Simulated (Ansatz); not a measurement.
## Where V_O (site 1) puts its levels in the gap of LiLaO2 (P2_1/c)

Charge states of V_O (site 1) in LiLaO2 (P2_1/c), set against the band edges. Model: a cell of 64 host atoms with 1 O taken out.

Calculated with Ansatz 0.2.0; place-levels on PBEsol runs: charge-transition levels and formation energies with image-charge correction and potential alignment at the atomic sites.

Report form: the programs' logs are mostly left out.

## (1) The starting structure

The cell holds 63 atoms: 16 Li, 16 La and 31 O. Cell: a = 10.981 Å, b = 9.563 Å, c = 10.981 Å, α = 111.2°, β = 111.8°, γ = 111.1°. It derives from LiLaO2 (space group P2_1/c). Nearest the centre at fractional (0.417, 0.315, 0.529): Li1 at 1.91 Å, Li7 at 1.99 Å, La23 at 2.41 Å, La25 at 2.45 Å, La17 at 2.50 Å, Li12 at 2.87 Å, O40 at 3.02 Å, O42 at 3.11 Å.

Known beforehand: the electronic dielectric constant, (4.50, 4.58, 4.51), and the static one, principal values (19.87, 20.07, 24.42), from a response run on this crystal (DFPT, PBEsol) at that run's own cell.

The cell's shortest repeat is 9.6 Å.

## (2) What was run first

Levels follow from differences of total energies between charge states, each relaxed by itself.

Each atom starts 0.05 Å or so off its site in a random direction. Forces are taken at one point at (¼, ¼, ¼). The cell holds 1 electron more than the neutral one, with a uniform background that keeps it neutral on the whole. The electron count is odd, so at least one spin is unpaired; this run locks the moment at 1 μB.

The sampling was tested on the host first: at the k-points planned (1x1x1 shifted 0.25 0.25 0.25) its energy lies -0.001 eV an atom from the dense-mesh value, under the bound of 0.02 eV set for this test; that bounds the host's error, not the defect's.

One of the inputs; charge, spin and start change from state to state.

Contents of qm1_M1.relax/input.yaml:

```yaml
crystal:
  lattice:
    - [-7.10172383, 6.15869257, 5.67639954]
    - [4.55785073, -6.15869257, 5.72242795]
    - [7.10172383, 6.15869257, -5.67639954]
  atoms:
    - { symbol: Li, position: [0.33570452, 0.3238903, 0.34722589] }
    - { symbol: Li, position: [0.33570452, 0.8238903, 0.84722589] }
    - { symbol: Li, position: [0.83570452, 0.3238903, 0.84722589] }
[... 4 atom lines left out ...]
    - { symbol: Li, position: [0.52333559, 0.9261097, 0.26181421] }
[... 1 atom line left out ...]
    - { symbol: Li, position: [0.16429548, 0.6761097, 0.15277411] }
[... 2 atom lines left out ...]
    - { symbol: Li, position: [0.47666441, 0.0738903, 0.73818579] }
[... 2 atom lines left out ...]
    - { symbol: Li, position: [0.97666441, 0.5738903, 0.73818579] }
[... 1 atom line left out ...]
    - { symbol: La, position: [0.31346854, 0.99787746, 0.11403179] }
[... 5 atom lines left out ...]
    - { symbol: La, position: [0.61615433, 0.75212254, 0.06559107] }
[... 1 atom line left out ...]
    - { symbol: La, position: [0.18653146, 0.50212254, 0.88596821] }
[... 7 atom lines left out ...]
    - { symbol: O, position: [0.12729314, 0.55250471, 0.66469353] }
[... 5 atom lines left out ...]
    - { symbol: O, position: [0.61218881, 0.69749529, 0.82478842] }
    - { symbol: O, position: [0.37270686, 0.44749529, 0.83530647] }
    - { symbol: O, position: [0.37270686, 0.94749529, 0.33530647] }
    - { symbol: O, position: [0.87270686, 0.44749529, 0.33530647] }
[... 2 atom lines left out ...]
    - { symbol: O, position: [0.38781119, 0.80250471, 0.67521158] }
[... 3 atom lines left out ...]
    - { symbol: O, position: [0.08328271, 0.68499896, 0.97130777] }
[... 2 atom lines left out ...]
    - { symbol: O, position: [0.28630881, 0.06500104, 0.64828375] }
    - { symbol: O, position: [0.28630881, 0.56500104, 0.14828375] }
[... 2 atom lines left out ...]
    - { symbol: O, position: [0.41671729, 0.31500104, 0.52869223] }
[... 3 atom lines left out ...]
    - { symbol: O, position: [0.21369119, 0.43499896, 0.35171625] }
[... 1 atom line left out ...]
    - { symbol: O, position: [0.71369119, 0.43499896, 0.85171625] }
    - { symbol: O, position: [0.71369119, 0.93499896, 0.35171625] }
  supercell: [1, 1, 1]
  defects: [{ vacancy: 56 }]
total_charge: -1
basis:
  ecutwfc: 420
  xc_grid: 2
hamiltonian:
  xc: pbesol
kpoints:
  mp_grid: { grid: [1, 1, 1], shift: [0.25, 0.25, 0.25] }
magnetization:
  spin_polarized: true
  initial_magnetization: 1
  spin_locking: { lock_magnetization: hard }
scf:
  occupations: { method: fixed }
  max_iter: 100
output:
  forces: true
  charged_corrections:
    epsilon: [4.5, 4.58, 4.51]
    static_epsilon: [[20.94, 0.0, 1.74], [0.0, 19.87, 0.0], [1.74, 0.0, 23.55]]
relax:
  f_tol: 0.02
  max_steps: 80
  random_displacement: { amplitude: 0.05, seed: 8484 }
checkpoint:
  write: "../qm1_M1.relax.run"
  compress: false
  write_wavefunctions: true
  write_every: 100000
```

Started as:

```console
ansatz run input.yaml --threads 4 --pin off --max-ram 7536MiB --backend cpu --events-out ev --progress --plain --runs-dir out
```

The relaxed structure is kept and the sampling changed to a 2×2×2 shifted mesh.

The run of this state that the levels use, under PBEsol:

Contents of qm1_M1.point/input.yaml:

```yaml
crystal:
  checkpoint: "../qm1_M1.relax.run"
  host: checkpoint
total_charge: -1
basis:
  ecutwfc: 420
  xc_grid: 2
hamiltonian:
  xc: pbesol
kpoints:
  mp_grid: { grid: [2, 2, 2], shift: [0.5, 0.5, 0.5] }
magnetization:
  spin_polarized: true
  initial_magnetization: 1
  spin_locking: { lock_magnetization: hard }
scf:
  occupations: { method: fermi_dirac, width: 0.01 }
  max_iter: 100
output:
  forces: true
  eigenvalues: true
  charged_corrections:
    epsilon: [4.5, 4.58, 4.51]
    static_epsilon: [[20.94, 0.0, 1.74], [0.0, 19.87, 0.0], [1.74, 0.0, 23.55]]
    defect_position: [0.416717, 0.315001, 0.528692]
  eigenstates: { localisation: true }
  populations: true
  efg: {}
checkpoint:
  read: "../qm1_M1.relax.run"
  write: "../qm1_M1.point.run"
  compress: false
  write_wavefunctions: false
  write_every: 100000
```

Relaxations under PBEsol at one point at (¼, ¼, ¼); times on 4 threads of Arm Neoverse V2, shared host:

| charge | moment (μB) | occupations | outcome | steps | largest displacement against the far atoms (Å) | time |
| --- | --- | --- | --- | --- | --- | --- |
| −1 | 1 | fixed | converged | 7 | 0.16 | 2.5 min |
| 0 | 0 | fixed | converged | 10 | 0.10 | 86 s |
| +1 | 1 | fixed | converged | 20 | 0.82 | 5.8 min |
| +2 | 0 | fixed | converged | 12 | 1.01 | 1.7 min |
| 0 | 2 | fixed | converged | 15 | 0.77 | 4.4 min |

Single points under PBEsol at a 2×2×2 shifted mesh; times on 4 threads of Arm Neoverse V2, shared host:

```csv
charge,moment (μB),occupations,outcome,time
−1,1,fermi-dirac,converged,2.6 min
0,0,fermi-dirac,converged,72 s
+1,1,fermi-dirac,converged,2.5 min
+2,0,fermi-dirac,converged,63 s
0,2,fermi-dirac,converged,3 min
```

Distances (Å) from the ideal centre to the nearest atoms after relaxation with PBEsol:

```csv
charge,moment (μB),1.,2.,3.,4.,5.,6.
−1,1,Li 2.02,Li 2.10,La 2.45,La 2.46,La 2.55,Li 2.77
0,0,Li 1.99,Li 2.07,La 2.50,La 2.52,La 2.59,Li 2.79
0,2,Li 2.16,Li 2.31,La 2.45,La 2.50,La 2.56,O 2.93
+1,1,Li 2.14,Li 2.32,La 2.54,La 2.57,La 2.60,O 2.93
+2,0,Li 2.24,Li 2.52,La 2.59,La 2.67,La 2.69,O 2.82
```

## (3) Levels against the band edges, PBEsol

A charged cell interacts with its images and the background, and its potential has another zero than the host's. place-levels removes the first by a point-charge model, screened by the static dielectric constant since the ions have relaxed around the charge, and the second by comparing potentials at atoms far from the defect.

The host is a run of the defect-free crystal in the same cutoffs, grids and k-points, so that basis and sampling errors cancel in part in the differences. Its band edges come from a run of the primitive cell that searches the zone for them. Chemical potentials are energies per atom of O (O2 molecule), run with the same functional and cutoff.

Contents of levels.point.yaml:

```yaml
host:
  run: host.point.run
  levels_from: { run: edges.point.run }
states: [qm1_M1.point.run, q0.point.run, qp1_M1.point.run, qp2.point.run, q0_M2.point.run]
geometry_from:
  qm1_M1.point.run: qm1_M1.relax.run
  q0.point.run: q0.relax.run
  qp1_M1.point.run: qp1_M1.relax.run
  qp2.point.run: qp2.relax.run
  q0_M2.point.run: q0_M2.relax.run
  host.point.run: host.relax.run
chemical_potentials:
  O:
    energy: -558.282649
    dataset: "<sha256 of the dataset>"
epsilon: [4.5, 4.58, 4.51]
static_epsilon:
  - [20.94, 0.0, 1.74]
  - [0.0, 19.87, 0.0]
  - [1.74, 0.0, 23.55]
vertical:
  - { from: qm1_M1.point.run, to: qm1_M1.point_neutral.run }
  - { from: qp1_M1.point.run, to: qp1_M1.point_neutral.run }
  - { from: qp2.point.run, to: qp2.point_neutral.run }
```

Started as:

```console
ansatz place-levels levels.point.yaml -- --threads 4 --pin off --max-ram 7536MiB
```

Run time: 0.48 s. Hardware: 4 threads of Arm Neoverse V2, shared host.

Under PBEsol the gap is 3.74 eV, (+2/+1) 2.10, (+1/0) 2.95, (0/−1) 3.62 eV.

Levels between the charges placed, in eV above the valence top:

```csv
,gap (eV),(+2/+1),(+1/0),(0/−1)
PBEsol,3.74,2.10,2.95,3.62
```

Corrections by state:

```
charge  moment (μB)  image terms and alignment (eV)  band filling (eV)                                  ε used  over the lowest of its charge, as the program ranks them, band filling apart (eV)
    +2          0.0                           0.178                  -  principal values (19.87, 20.07, 24.42)                                                                              0.000
    +1          1.0                          -0.011                  -  principal values (19.87, 20.07, 24.42)                                                                              0.000
     0          0.0                           0.000                  -                                       -                                                                              0.000
    −1          1.0                           0.170                  -  principal values (19.87, 20.07, 24.42)                                                                              0.000
     0          2.0                           0.000                  -                                       -                                                                              0.387
```

The charged structures listed were also run neutral, and place-levels reads from each pair, by the potential or the spins, how wide the charge is by which they differ; that can be the carrier of either run.

| charge | rms radius (Å) | spread where it is widest against the cell (Å) | wide from (Å) | reading |
| --- | --- | --- | --- | --- |
| +2 | 2.2 | 1.21 | 1.27 | narrow |
| +1 | 2.0 | 1.15 | 1.27 | narrow |
| −1 | 2.9 | 1.80 | 1.45 | wide |

The neutral runs of these pairs need not share the spin of the lowest neutral state, and very wide values only mean spread over the cell.

From the program's caveats on the states, each cut to its opening words:

- charge +2: it parts from the run that its charge is read beside by 2 carriers, of which the mean alone is read, by its potential at epsilon [4.5, 4.58, 4.51], taken for [...]
- charge +2: the far atoms show a dipole or second moment of the defect's charge, for which the correction takes or leaves out 0.097 eV: further moments aren't read, and [...]
- charge +2: its displacements don't fall off away from the defect: farther atoms stand 0.076 Å off the host's places
- charge +1 (1 μB): its displacements don't fall off away from the defect: farther atoms stand 0.048 Å off the host's places
- charge 0: its displacements don't fall off away from the defect: farther atoms stand 0.053 Å off the host's places
- charge −1 (1 μB): it parts from the run at its places by a charge that spreads by about 1.8 Å along one vector (1.4 Å or more is wide), by its potential at epsilon [4.5, 4.58, [...]
- charge −1 (1 μB): its displacements don't fall off away from the defect: farther atoms stand 0.044 Å off the host's places
- charge 0 (2 μB): its displacements don't fall off away from the defect: farther atoms stand 0.055 Å off the host's places

Chemical potentials of the elements' reference phases, run alike. Formation energies (elemental references), with the Fermi level at the valence top and at the conduction bottom (gap 3.74 eV):

```csv
charge,at valence top (eV),at conduction bottom (eV),correction included (eV)
+2,1.41,8.89,0.18
+1,3.51,7.25,-0.01
0,6.46,6.46,0.00
−1,10.08,6.34,0.17
```

(Fermi level (eV), lowest formation energy (eV)): (0.00, 1.41), (0.34, 2.09), (0.68, 2.77), (1.02, 3.45), (1.36, 4.13), (1.70, 4.81), (2.04, 5.49), (2.38, 5.89), (2.72, 6.23), (3.06, 6.46), (3.40, 6.46), (3.74, 6.34)

## (4) Effect of the sampling

The relaxations' own energies give the levels at their sampling, for comparison.

Contents of levels.relax_mesh.yaml:

```yaml
host:
  run: host.relax.run
  levels_from: { run: edges.relax.run }
states: [qm1_M1.relax.run, q0.relax.run, qp1_M1.relax.run, qp2.relax.run, q0_M2.relax.run]
chemical_potentials:
  O:
    energy: -558.282649
    dataset: "<sha256 of the dataset>"
```

Started as:

```console
ansatz place-levels levels.relax_mesh.yaml -- --threads 4 --pin off --max-ram 7536MiB
```

Run time: 0.17 s. Hardware: 4 threads.

Levels between neighbouring charges, in eV above the valence top:

|  | gap (eV) | (+2/+1) | (+1/0) | (0/−1) |
| --- | --- | --- | --- | --- |
| one point at (¼, ¼, ¼) | 3.74 | 2.11 | 2.97 | 3.63 |
| a 2×2×2 shifted mesh | 3.74 | 2.10 | 2.95 | 3.62 |

Going from one point at (¼, ¼, ¼) to a 2×2×2 shifted mesh moves the levels that carry no band-filling term by up to 0.02 eV and formation energies against the elements by up to 0.05 eV.

## (5) Placing the levels, r2SCAN

r2SCAN on the same structure is run to see how far the result rests on the functional, though not on the errors that semilocal functionals share; the sampling changes too, to one point at (¼, ¼, ¼), so differences hold both changes.

qm1_M1.r2scan/input.yaml, as its differences from qm1_M1.point/input.yaml of step 2:

```diff
@@ -5,8 +5,8 @@
 basis:
-  ecutwfc: 420
+  ecutwfc: 500
   xc_grid: 2
 hamiltonian:
-  xc: pbesol
+  xc: r2scan
 kpoints:
-  mp_grid: { grid: [2, 2, 2], shift: [0.5, 0.5, 0.5] }
+  mp_grid: { grid: [1, 1, 1], shift: [0.25, 0.25, 0.25] }
 magnetization:
@@ -29,4 +29,3 @@
 checkpoint:
-  read: "../qm1_M1.relax.run"
-  write: "../qm1_M1.point.run"
+  write: "../qm1_M1.r2scan.run"
   compress: false
```

Run time: 1.9 min. Hardware: 4 threads; peak memory 3.7 GiB.

Contents of levels.r2scan.yaml:

```yaml
host:
  run: host.r2scan.run
  levels_from: { run: edges.r2scan.run }
states: [qm1_M1.r2scan.run, q0.r2scan.run, qp1_M1.r2scan.run, qp2.r2scan.run, q0_M2.r2scan.run]
geometry_from:
  qm1_M1.r2scan.run: qm1_M1.relax.run
  q0.r2scan.run: q0.relax.run
  qp1_M1.r2scan.run: qp1_M1.relax.run
  qp2.r2scan.run: qp2.relax.run
  q0_M2.r2scan.run: q0_M2.relax.run
  host.r2scan.run: host.relax.run
chemical_potentials:
  O:
    energy: -565.983079
    dataset: "<sha256 of the dataset>"
```

Started as:

```console
ansatz place-levels levels.r2scan.yaml -- --threads 4 --pin off --max-ram 7536MiB
```

Elapsed: 0.27 s, on 4 threads.

Under r2SCAN the gap is 4.29 eV, (+2/+1) 2.30, (+1/0) 3.38, (0/−1) 4.02 eV.

## (6) Cost and result

Levels between neighbouring charges, in eV above each run's own valence top:

```csv
,gap (eV),(+2/+1),(+1/0),(0/−1),CPU time a state at this stage (restarts are quicker than cold starts)
"PBEsol, 2×2×2 shifted mesh",3.74,2.10,2.95,3.62,7.9 min
"r2SCAN on PBEsol structures, (¼, ¼, ¼)",4.29,2.30,3.38,4.02,5.4 min
```

## (7) Outcome

```json
{
 "gap of the host": "3.74 eV (PBEsol)",
 "level (plus 2/plus 1)": "2.10 eV above the valence top",
 "level (plus 1/0)": "2.95 eV above the valence top",
 "level (0/minus 1)": "3.62 eV above the valence top",
 "lowest of the charges placed, just above the valence top (0.02 eV)": "+2",
 "lowest of the charges placed, just below the conduction bottom (0.02 eV)": "−1",
 "lowest formation energy at mid-gap of the charges run, elemental references": "5.15 eV"
}
```

What this shows: Of the charges placed (−1, 0, +1 and +2), the lowest changes at 2.10 eV (+2/+1), 2.95 eV (+1/0) and 3.62 eV (0/−1) above the valence top, in a gap of 3.74 eV. (0/−1) lies nearer to a band edge than the share of the finite-size correction in it (0.17 eV), and that correction holds for a localised charge alone. (0/−1) lies 0.12 eV from a band edge, less than the doubt on such levels. Charges above +2 and below −1 were not placed, so these runs say nothing of levels that involve them. States placed: +2 at 0 μB; +1 at 1 μB; 0 at 0 μB and 2 μB; −1 at 1 μB. Other spin states or structures, where not listed, weren't placed. Going from one point at (¼, ¼, ¼) to a 2×2×2 shifted mesh moves the levels that carry no band-filling term by up to 0.02 eV and formation energies against the elements by up to 0.05 eV. Limits: PBEsol makes the gap too small and tends to spread out bound carriers; where a gas molecule sets a chemical potential or the host's formation energy, its binding is uncorrected; spin–orbit coupling, which can matter with heavy atoms, is left out.

[Logs are printed without paths, hosts, clocks, repeated set-up lines and the standing remarks that a program may print on its own settings, such as how far it seeks lower states.]

[Hosts, paths, dates, database ids (printed as entryN), source tags and the programs' standing remarks are cut or masked in the printed files.]

[Where a table of states has a column of steps, it counts the stored structures, which are thinned; the runs took as many ionic steps or more.]

[A defect's name tells the site on which it was built; relaxed atoms can leave that site.]

[For some hosts the program warned that the k-mesh of the response run may be too coarse for force constants and the static dielectric constant; such warnings are not shown here.]
